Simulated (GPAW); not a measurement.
```
SnO (honeycomb monolayer): G0W0 with GPAW, start to end
1.0
     3.22743    0.00000    0.00000
    -1.61371    2.79503    0.00000
     0.00000    0.00000   11.40000
Sn O
1 1
Direct
  0.33333 0.66667 0.45518
  0.66667 0.33333 0.54483
# method: DFT, LDA, plane waves, PAW (and 1 further level or step)
# program: GPAW 26.7.0
# settings: cutoff 600 eV, GPAW PAW setups 1.2.1 data release, 12×12×1 k-mesh, nbands 177
# cost: 3 runs, 5.7 min in all on 4 MPI ranks of Arm Neoverse V1, shared host
# notes: The structure was relaxed with LDA. Limits: no spin-orbit coupling.
# LDA gap: 1.48 eV, indirect
# G0W0 gap on the mesh: 2.71 eV
# GW settings: 12×12×1 mesh, 77 bands, screening to 48 eV, full frequency, Hilbert transform
# known limits: short of the basis limit; no spin-orbit coupling
```

[Long decimals in the printed logs are rounded to 6 places.]

[Logs are printed without paths, hosts, clocks, repeated set-up lines and the standing remarks that a program may print on its own settings, such as how far it seeks lower states.]

[Paths, hosts, dates, memory and timing lines, banners, echoed tables and standing remarks are left out of the program output; an Ansatz launch command may be rebuilt from the run's recorded settings. Measured values are a selection of at most five: reports struck by readers or far from the other reports are left out. None is set beside runs whose start may be inverted or whose files or cutoffs have a known fault.]

[Runs of the session that timed out or met a known fault of the program may be left out.]

[Hosts, paths, dates, database ids (printed as entryN), source tags and the programs' standing remarks are cut or masked in the printed files.]

[Where the starting crystal was built by hand or by swapping elements, it need not be the compound's stable phase.]
